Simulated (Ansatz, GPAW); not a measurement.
# Cutoff, mesh and smearing for a 8-layer slab of W(100), part 3 of 3

Aim: the settings at which the work function of a 8-layer slab of W(100) stops moving.

GPAW 26.7.0 and Ansatz 0.2.0; Ansatz plane waves; slab in vacuum with a dipole correction, relaxation (the session's first sound run).

So far, upper work function (eV): step 2 (relaxing the atoms, PBE) 4.12; step 3 (the slab's potential, PBE, GPAW) 4.12; step 6 (cutoff 700: ecut = 700, PBE, GPAW) 4.12; step 9 (K mesh 15×15: kpts = [15, 15], PBE, GPAW) 4.13; step 10 (scheme Fermi-Dirac, smearing 0.01, PBE, GPAW) 4.05.

## Step 12: Without the dipole layer

Level of this step: GPAW, PAW setups; slab in vacuum (GPAW).

The dipole layer is taken out and the cell repeats along the normal.

The input, run.py:

```python
import json
import numpy as np
from ase import Atoms
from gpaw import GPAW, PW

slab = Atoms(
    ['W', 'W', 'W', 'W', 'W', 'W', 'W', 'W'],
    positions=[
        [1.58000, 1.58000, 9.00000],
        [0.00000, 0.00000, 10.58000],
        [1.58000, 1.58000, 12.16000],
        [0.00000, 0.00000, 13.74000],
        [1.58000, 1.58000, 15.34587],
        [0.00000, 0.00000, 16.92858],
        [1.58000, 1.58000, 18.56932],
        [-0.00000, 0.00000, 19.99473]],
    cell=[[3.16, 0.0, 0.0], [0.0, 3.16, 0.0], [0.0, 0.0, 29.06]],
    pbc=[True, True, True])

slab.calc = GPAW(mode=PW(400), xc='PBE', kpts={'size': (10, 10, 1), 'gamma': True},
                 occupations={'name': 'fermi-dirac', 'width': 0.1}, nbands='140%',
                 convergence={'density': 1e-05}, maxiter=200,
                 symmetry={'tolerance': 1e-3}, txt='slab.txt')
result = {}
energy = slab.get_potential_energy()
fermi = slab.calc.get_fermi_level()
v = slab.calc.get_electrostatic_potential().mean((0, 1)) - fermi
n = slab.calc.get_pseudo_density().mean((0, 1))
L = slab.cell[2, 2]
z = np.arange(len(v)) * L / len(v)
low, high = slab.positions[:, 2].min(), slab.positions[:, 2].max()
below, above = np.interp([low - 6.8, high + 6.8], z, v)
slopes = [np.interp(x, z, np.gradient(v, z)) for x in (low - 6.8, high + 6.8)]
eps = np.array([[slab.calc.get_eigenvalues(k, s) for k in range(len(slab.calc.get_ibz_k_points()))]
                for s in range(slab.calc.get_number_of_spins())]) - fermi
top, bottom = eps[eps < 0].max(), eps[eps > 0].min()
dipole = slab.get_dipole_moment()[2]
print(f'energy {energy:.4f} eV, Fermi level {fermi:.4f} eV, dipole {dipole:.5f} e A')
print(f'potential 6.8 A off the faces, from the Fermi level: lower {below:.4f} eV, upper {above:.4f} eV')
print(f'slope of the potential there: lower {slopes[0]:.5f}, upper {slopes[1]:.5f} eV/A')
print(f'nearest levels on the mesh: {top:.4f} and {bottom:.4f} eV')
print('magnetic moment', round(slab.get_magnetic_moment(), 3))
result.update(energy=energy, fermi=fermi, dipole=dipole, below=below, above=above, slopes=slopes, edges=[top, bottom],
              z=z.tolist(), v=v.tolist(), n=n.tolist(), positions=slab.positions.tolist(),
              forces=slab.get_forces(apply_constraint=False).tolist(), moments=slab.get_magnetic_moments().tolist())
json.dump(result, open('result.json', 'w'))
```

Started as:

```console
> OMP_NUM_THREADS=1 OPENBLAS_NUM_THREADS=1 python run.py
```

What it wrote:

```text
energy -87.3545 eV, Fermi level 4.0674 eV, dipole 0.01006 e A
potential 6.8 A off the faces, from the Fermi level: lower 4.1754 eV, upper 4.1480 eV
slope of the potential there: lower 0.00606, upper 0.00620 eV/A
nearest levels on the mesh: -0.0084 and 0.0151 eV
magnetic moment 0.0
```

Wall time 4.5 min (1 thread of Intel Xeon Platinum 8375C at 2.90GHz (Ice Lake), shared host); peak memory 0.36 GiB.

The run finished with changed settings (dipole = false and pbc_z = true); it serves as a test.

The two runs compared:

```csv
quantity,this run,sound run,difference
dipole along the normal (e·Å),0.010059,0.0049183,0.00514
upper work function (eV),4.1480,4.1195,0.0285
lower work function (eV),4.1754,4.2041,-0.0287
```

## Step 13: Side by side

Results and costs are gathered.

This step: comparison of work functions, dipole and cost (GPAW 26.7.0).

Ladder, by row:

| step | code | work function, upper (eV) | work function, lower (eV) | dipole (e Å) | wall time (s) | peak memory (GiB) | threads |
| --- | --- | --- | --- | --- | --- | --- | --- |
| pw | GPAW | 4.119 | 4.204 | 0.004918 | 325.1 | 0.36 | 1 |
| ecut200 | GPAW | 4.133 | 4.219 | 0.004611 | 138 | 0.22 | 1 |
| ecut300 | GPAW | 4.124 | 4.208 | 0.004886 | 204.8 | 0.28 | 1 |
| ecut700 | GPAW | 4.119 | 4.204 | 0.004893 | 743.7 | 0.68 | 1 |
| k3 | GPAW | 4.483 | 4.555 | 0.00423 | 74.67 | 0.23 | 1 |
| k6 | GPAW | 4.091 | 4.205 | 0.006583 | 132.3 | 0.28 | 1 |
| k15 | GPAW | 4.126 | 4.217 | 0.005294 | 650 | 0.48 | 1 |
| smear | GPAW | 4.046 | 4.146 | 0.005799 | 421 | 0.36 | 1 |
| nodip | GPAW | 4.148 | 4.175 | 0.01006 | 268.4 | 0.36 | 1 |

## Step 14: A changed run

One more run, with changed settings.

This step: GPAW, PAW setups; slab in vacuum (GPAW 26.7.0).

run.py, as its differences from that of step 12:

```diff
@@ -17,7 +17,8 @@
     cell=[[3.16, 0.0, 0.0], [0.0, 3.16, 0.0], [0.0, 0.0, 29.06]],
-    pbc=[True, True, True])
+    pbc=[True, True, False])
 
-slab.calc = GPAW(mode=PW(400), xc='PBE', kpts={'size': (10, 10, 1), 'gamma': True},
+slab.calc = GPAW(mode=PW(140), xc='PBE', kpts={'size': (10, 10, 1), 'gamma': True},
                  occupations={'name': 'fermi-dirac', 'width': 0.1}, nbands='140%',
-                 convergence={'density': 1e-05}, maxiter=200,
+                 convergence={'density': 1e-05}, maxiter=50,
+                 poissonsolver={'dipolelayer': 'xy'},
                  symmetry={'tolerance': 1e-3}, txt='slab.txt')
```

What it wrote:

```text
energy -74.0775 eV, Fermi level 4.1278 eV, dipole 0.00515 e A
potential 6.8 A off the faces, from the Fermi level: lower 4.3062 eV, upper 4.2170 eV
slope of the potential there: lower -0.00635, upper 0.00623 eV/A
nearest levels on the mesh: -0.0175 and 0.0104 eV
magnetic moment 0.0
```

Run time: 2 min. Hardware: 1 thread; peak memory 0.18 GiB.

The run finished. A setting was moved off its sound value on purpose, so it serves as a test and not as the result.

The fault put into the input: a cutoff far too low (ecut = 140).

The two runs compared:

```csv
quantity,this run,sound run,difference
dipole along the normal (e·Å),0.0051546,0.0049183,2.4e-4
upper work function (eV),4.2170,4.1195,0.0975
lower work function (eV),4.3062,4.2041,0.102
```

The two runs differ clearly in the lower work function: 4.31 eV against 4.20 eV.

## Step 15: Outcome

- work function, upper and lower face: 4.119 and 4.204 eV
- dipole along the normal: 0.00492 e Å

What this shows: With plane waves and PBE the work function is 4.12 eV on the upper face and 4.20 eV on the lower. The two faces differ by 0.085 eV, the step that the slab's dipole makes (e p/(ε0 A) gives 0.089 eV), so the dipole layer is needed. The lowest atoms were held at bulk positions, which alone makes the faces unlike. The measured value for this face is 4.65 eV (as compiled in "Anisotropic work function of elemental crystals", 2019, arxiv:1902.07811); the relaxed upper face lies 0.53 eV under it with PBE. Measured work functions scatter by a tenth of an eV or more between methods. The clean face reconstructs (W and Mo (100) only when cold), while this slab is an unreconstructed 1×1 cell, so the two are not the same surface. The other smearing (Fermi-Dirac of 0.01 eV in place of Fermi-Dirac of 0.1) moves the two faces by -0.074 and -0.058 eV on the same mesh; a mesh is converged only for its smearing. Over the sound runs of the table the upper face's work function spans 4.046 (smear) to 4.126 eV (k15). The in-plane lattice was kept as typed, which isn't the functional's own and leaves some strain; spin-orbit coupling and temperature are left out.

[Logs are printed without paths, hosts, clocks, repeated set-up lines and the standing remarks that a program may print on its own settings, such as how far it seeks lower states.]

[Hosts, paths, dates, database ids (printed as entryN), source tags and the programs' standing remarks are cut or masked in the printed files.]
